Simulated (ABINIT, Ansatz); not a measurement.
**A GW chain in ABINIT: CsCdCl3 (Pm-3m)**

Aim: the G0W0 gap of CsCdCl3 (Pm-3m) on LDA, step by step.

Main program and level: ABINIT 10.8.3; LDA and many-body steps on it, plane waves.

Report form: the programs' logs are mostly left out.

The database entry behind the starting cell is an old determination (1928), so it need not match the best structure at ambient conditions.

### 1. Starting point

Symmetry: Pm-3m, No. 221, cubic system. The conventional cell has a = 5.200 Å, b = 5.200 Å, c = 5.200 Å, α = 90.00°, β = 90.00°, γ = 90.00°. Nearest to Cs lie 12 Cl at 3.68 Å. Nearest to Cd lie 6 Cl at 2.60 Å. Nearest to Cl lie 2 Cd at 2.60 Å and 4 Cs at 3.68 Å. Farther neighbours and most contacts between anions are not listed.

Coordinates:

```cif
data_structure
_symmetry_space_group_name_H-M 'P 1'
_symmetry_Int_Tables_number 1
_cell_length_a 5.2000
_cell_length_b 5.2000
_cell_length_c 5.2000
_cell_angle_alpha 90.000
_cell_angle_beta 90.000
_cell_angle_gamma 90.000
_cell_volume 140.61
loop_
_atom_site_label
_atom_site_type_symbol
_atom_site_fract_x
_atom_site_fract_y
_atom_site_fract_z
_atom_site_occupancy
Cs1 Cs 0.00000 0.00000 0.00000 1
Cd2 Cd 0.50000 0.50000 0.50000 1
Cl3 Cl 0.00000 0.50000 0.50000 1
Cl4 Cl 0.50000 0.00000 0.50000 1
Cl5 Cl 0.50000 0.50000 0.00000 1
```

The cell and positions come from the Crystallography Open Database and are kept as given unless a step says otherwise. Spin-orbit coupling is left out unless a step names it.

### 2. Ground state

This step: ABINIT 10.8.3; DFT, LDA, plane waves, norm-conserving pseudopotentials.

The ground-state density comes first.

Contents of run.abi:

```
acell 3*1.0 Angstrom
rprim 
  5.200000000000 0.000000000000 0.000000000000
  0.000000000000 5.200000000000 0.000000000000
  0.000000000000 0.000000000000 5.200000000000
ntypat 3
znucl 55 48 17
natom 5
typat 1 2 3 3 3
xred 
  0.000000000000 0.000000000000 0.000000000000
  0.500000000000 0.500000000000 0.500000000000
  0.000000000000 0.500000000000 0.500000000000
  0.500000000000 0.000000000000 0.500000000000
  0.500000000000 0.500000000000 0.000000000000
pp_dirpath "pseudos"
pseudos "Cs.upf, Cd.upf, Cl.upf"
ecut 47
ngkpt 4 4 4
nshiftk 1
shiftk 0 0 0
kptopt 1
chksymbreak 0
nband 31
occopt 1
tolvrs 1e-08
nstep 60
prtwf 0
optforces 0
optstress 0
indata_prefix "in"
outdata_prefix "out"
tmpdata_prefix "tmp"
```

Launch:

```bash
$ OMP_NUM_THREADS=1 mpirun -n 4 abinit run.abi > log
```

It took 99 s on 4 MPI ranks of Intel Xeon Platinum 8375C at 2.90GHz (Ice Lake), shared host; peak memory 0.6 GiB; 6.6 min of CPU time.

Numbers from this step:

```yaml
total_energy: -6753.8312 eV
gap: 1.511 eV
k_of_the_valence_top: 0.5, 0.5, 0.5
k_of_the_conduction_bottom: 0, 0, 0
least_direct_gap: 2.094 eV
```

The gap is indirect, with the least direct gap 0.58 eV higher.

### 3. Bands along the symmetry lines

The cheap functional maps the bands first; the places of the edges decide which points the dearer methods must see.

Changes to run.abi since step 2:

```diff
@@ -18,14 +18,40 @@
 ecut 47
-ngkpt 4 4 4
-nshiftk 1
-shiftk 0 0 0
-kptopt 1
-chksymbreak 0
-nband 31
-occopt 1
-tolvrs 1e-08
-nstep 60
+iscf -2
+irdden 1
+kptopt 0
+nkpt 26
+kpt 
+  0.00000000 0.00000000 0.00000000
+  0.00000000 0.12500000 0.00000000
+  0.00000000 0.25000000 0.00000000
+  0.00000000 0.37500000 0.00000000
+  0.00000000 0.50000000 0.00000000
+  0.12500000 0.50000000 0.00000000
+  0.25000000 0.50000000 0.00000000
+  0.37500000 0.50000000 0.00000000
+  0.50000000 0.50000000 0.00000000
+  0.37500000 0.37500000 0.00000000
+  0.25000000 0.25000000 0.00000000
+  0.12500000 0.12500000 0.00000000
+  0.00000000 0.00000000 0.00000000
+  0.12500000 0.12500000 0.12500000
+  0.25000000 0.25000000 0.25000000
+  0.37500000 0.37500000 0.37500000
+  0.50000000 0.50000000 0.50000000
+  0.37500000 0.50000000 0.37500000
+  0.25000000 0.50000000 0.25000000
+  0.12500000 0.50000000 0.12500000
+  0.00000000 0.50000000 0.00000000
+  0.50000000 0.50000000 0.50000000
+  0.50000000 0.50000000 0.37500000
+  0.50000000 0.50000000 0.25000000
+  0.50000000 0.50000000 0.12500000
+  0.50000000 0.50000000 0.00000000
+istwfk *1
+nband 32
+nbdbuf 2
+tolwfr 1e-08
+nstep 40
 prtwf 0
-optforces 0
-optstress 0
+prtvol 0
 indata_prefix "in"
```

The job ended after 2.3 min (4 MPI ranks; peak memory 0.6 GiB).

Numbers from this step:

- gap: 1.511 eV
- k of the valence top: 0.5, 0.5, 0.5
- k of the conduction bottom: 0, 0, 0
- least direct gap: 2.094 eV

The gap is 1.511 eV, as in the run before at this level.

Electronic bands along the path, in eV, zero at the top of the highest filled band:

| point | band 22 | band 23 | band 24 | band 25 | band 26 | band 27 | band 28 | band 29 |
| --- | --- | --- | --- | --- | --- | --- | --- | --- |
| Γ | -0.91 | -0.58 | -0.58 | -0.58 | 1.51 | 5.56 | 5.90 | 5.90 |
| halfway | -0.95 | -0.95 | -0.68 | -0.68 | 2.71 | 6.23 | 6.48 | 6.57 |
| X | -0.90 | -0.90 | -0.85 | -0.85 | 4.25 | 6.93 | 7.24 | 7.75 |
| halfway | -1.01 | -0.97 | -0.54 | -0.53 | 4.75 | 7.31 | 7.64 | 7.82 |
| M | -1.06 | -1.06 | -0.29 | -0.01 | 6.03 | 7.02 | 7.02 | 7.67 |
| halfway | -1.01 | -0.79 | -0.79 | -0.41 | 3.43 | 6.79 | 6.83 | 7.05 |
| Γ | -0.91 | -0.58 | -0.58 | -0.58 | 1.51 | 5.56 | 5.90 | 5.90 |
| halfway | -1.22 | -0.61 | -0.46 | -0.46 | 3.93 | 6.89 | 7.06 | 7.06 |
| R | -0.27 | -0.27 | 0.00 | 0.00 | 5.65 | 5.65 | 5.65 | 7.25 |
| halfway | -0.64 | -0.57 | -0.54 | -0.49 | 5.05 | 6.69 | 7.29 | 7.51 |
| X | -0.90 | -0.90 | -0.85 | -0.85 | 4.25 | 6.93 | 7.24 | 7.75 |
| jump to R | -0.27 | -0.27 | 0.00 | 0.00 | 5.65 | 5.65 | 5.65 | 7.25 |
| halfway | -0.59 | -0.59 | -0.28 | 0.00 | 5.99 | 6.26 | 6.26 | 7.22 |
| M | -1.06 | -1.06 | -0.29 | -0.01 | 6.03 | 7.02 | 7.02 | 7.67 |

### 4. Empty states on the mesh, 2×2×2 mesh, 488 bands

The sums over transitions need many empty states on a uniform mesh; this step solves for them.

Contents of run.abi:

```
acell 3*1.0 Angstrom
rprim 
  5.200000000000 0.000000000000 0.000000000000
  0.000000000000 5.200000000000 0.000000000000
  0.000000000000 0.000000000000 5.200000000000
ntypat 3
znucl 55 48 17
natom 5
typat 1 2 3 3 3
xred 
  0.000000000000 0.000000000000 0.000000000000
  0.500000000000 0.500000000000 0.500000000000
  0.000000000000 0.500000000000 0.500000000000
  0.500000000000 0.000000000000 0.500000000000
  0.500000000000 0.500000000000 0.000000000000
pp_dirpath "pseudos"
pseudos "Cs.upf, Cd.upf, Cl.upf"
ecut 47
ngkpt 2 2 2
nshiftk 1
shiftk 0 0 0
kptopt 1
chksymbreak 0
iscf -2
irdden 1
istwfk *1
nband 488
nbdbuf 44
tolwfr 1e-09
nstep 60
prtvol 0
indata_prefix "in"
outdata_prefix "out"
tmpdata_prefix "tmp"
```

Wall time 14 min (4 MPI ranks); peak memory 0.95 GiB.

This step gave:

- gap: 1.511 eV
- k of the valence top: 0.5, 0.5, 0.5
- k of the conduction bottom: 0, 0, 0
- least direct gap: 2.094 eV
- k points computed: 4
- lowest point of the top converged band, above the valence top: 111.0061 eV

On this mesh the gap is 1.511 eV.

### 5. Screening, 2×2×2 mesh, 444 bands, screening to 217.7 eV

The RPA dielectric matrix is built and inverted for each q.

This step: RPA screening on LDA, plane waves, norm-conserving pseudopotentials.

Changes to run.abi since step 4:

```diff
@@ -23,10 +23,11 @@
 chksymbreak 0
-iscf -2
-irdden 1
 istwfk *1
-nband 488
-nbdbuf 44
-tolwfr 1e-09
-nstep 60
-prtvol 0
+occopt 1
+irdwfk 1
+optdriver 3
+nband 444
+ecuteps 8
+inclvkb 2
+awtr 1
+symchi 1
 indata_prefix "in"
```

Elapsed: 5 min, on 4 MPI ranks; peak memory 4.5 GiB; 20 min of CPU time.

This step gave:

```yaml
eps_infinity_with_local_fields_on_this_mesh_along_the_program_s_q_direction: 4.541
the_same_without_local_fields: 5.009
plasma_frequency: 22.14 eV
plane_waves_in_the_screening_matrix: 1021
```

Local fields lower ε∞ by 9 %. On a Γ-centred mesh this coarse the value itself is usually too large, while a short band sum pulls it down.

### 6. Self-energy, 2×2×2 mesh, 444 bands, screening to 217.7 eV

The self-energy is evaluated for the states that the input lists, and the levels follow from it, in one-shot runs by the linearised quasiparticle equation.

This step: G0W0 on LDA, plane waves, norm-conserving pseudopotentials.

Changes to run.abi since step 5:

```diff
@@ -26,8 +26,17 @@
 irdwfk 1
-optdriver 3
+optdriver 4
 nband 444
+gwcalctyp 0
+ecutsigx 47
+symsigma 1
+nkptgw 2
+kptgw 
+  0.5000000000 0.5000000000 0.5000000000
+  0.0000000000 0.0000000000 0.0000000000
+bdgw 
+  24 28
+  23 27
 ecuteps 8
-inclvkb 2
-awtr 1
-symchi 1
+irdscr 1
+ppmodel 1
 indata_prefix "in"
```

The job ended after 3.3 min (4 MPI ranks; peak memory 4.7 GiB; 13 min of CPU time).

Numbers from this step:

```yaml
g0w0_gap_on_the_points_computed: 3.716 eV
starting_gap_on_the_mesh: 1.511 eV
k_of_the_valence_top: 0.5, 0.5, 0.5
k_of_the_conduction_bottom: 0, 0, 0
z_at_the_valence_top: 0.788
z_at_the_conduction_bottom: 0.821
least_direct_g0w0_gap_on_the_computed_points: 4.559 eV
```

The gap on the mesh goes from 1.51 eV to 3.72 eV, a correction of +2.21 eV.

Limits: finite bands, cutoff and mesh; d shell near the gap, gap tends to lie low; no spin-orbit coupling; coarse k mesh. v1 is the top filled band, c1 the lowest empty one. The levels before and after the correction (eV, zero at the valence-band top of each column):

|  | conduction bottom | valence top |
| --- | --- | --- |
| Kohn-Sham | 1.51 | 0.00 |
| G0W0 | 3.72 | 0.00 |

|  | level | energy (eV) |
| --- | --- | --- |
| Kohn-Sham | (0.5 0.5 0.5) v2-v1 | 0.000 |
| Kohn-Sham | (0.5 0.5 0.5) c1-c3 | 5.653 |
| Kohn-Sham | Γ v3-v1 | -0.583 |
| Kohn-Sham | Γ c1 | 1.511 |
| Kohn-Sham | Γ c2 | 5.565 |
| G0W0 | (0.5 0.5 0.5) v2-v1 | 0.000 |
| G0W0 | (0.5 0.5 0.5) c1-c3 | 7.704 |
| G0W0 | Γ v3-v1 | -0.843 |
| G0W0 | Γ c1 | 3.716 |
| G0W0 | Γ c2 | 7.498 |

### 7. Where the time went

Times are wall times on 4 MPI ranks of Intel Xeon Platinum 8375C at 2.90GHz (Ice Lake), shared host, good to a factor of about two.

| step | time | share | memory (GiB) |
| --- | --- | --- | --- |
| ground state | 99 s | 6 % | 0.6 |
| bands along the symmetry lines | 2.3 min | 9 % | 0.6 |
| empty states on the mesh | 14 min | 54 % | 0.95 |
| screening | 5 min | 19 % | 4.5 |
| self-energy | 3.3 min | 12 % | 4.7 |

### 8. What came out

| Quantity | Value |
| --- | --- |
| LDA gap | 1.51 eV, indirect |
| G0W0 gap on the mesh | 3.72 eV |
| GW settings | 2×2×2 mesh, 444 bands, screening to 217.7 eV, Godby-Needs plasmon pole |
| known limits | not at the basis limit; d shell near the gap, gap tends to lie low; no spin-orbit coupling; coarse k mesh |

In words: G0W0 moves the gap on the mesh from 1.51 eV to 3.72 eV (+2.21 eV), with Z of 0.79 and 0.82 at the edges. Local fields lower the RPA ε∞ on this mesh from 5.01 to 4.54; a Γ-centred mesh this coarse tends to raise both, most where the direct gap is narrow, while a short band sum lowers them. Only 2 of the mesh's irreducible points were corrected, so a valley elsewhere could overtake. The dearest step here is «empty states on the mesh». Bands and cutoff are finite, so the gap is not at the basis limit. The miss can reach some tenths of an eV and take either sign; the mesh is an error of its own. In the G0W0 run levels were corrected at 2 k points alone, so a gap called «on the mesh» is the least over those, and an edge elsewhere would be missed. The 2×2×2 mesh is coarse for this cell, which bears on the long-range parts of exchange and screening. This is the ideal cubic cell; many perovskites, halides above all, are cubic only on average, and local tilts or off-centring can widen the gap. A d shell, filled or nearly so, lies near the gap. One-shot GW converges very slowly in bands there, not always from below, and on a semilocal start the gap tends to come out low; starts rich in exact exchange can overshoot instead. The many-body steps are scalar-relativistic: spin-orbit coupling is not in them.

[Paths, hosts, dates, memory and timing lines, banners, echoed tables and standing remarks are left out of the program output.]

[Logs are printed without paths, hosts, clocks, repeated set-up lines and the standing remarks that a program may print on its own settings, such as how far it seeks lower states.]

[Runs of the session that timed out or met a known fault of the program may be left out.]

[Hosts, paths, dates, database ids (printed as entryN), source tags and the programs' standing remarks are cut or masked in the printed files.]

[G0W0 gaps are taken among the corrected bands and points alone; a level outside them can change the order at an edge.]

[Where Ansatz stands beside ABINIT at settings called matched, ABINIT's density can come from a denser mesh and the files from another edition; pairs whose starting gaps differed by over 0.03 eV were left out, so agreement reads better than it is.]
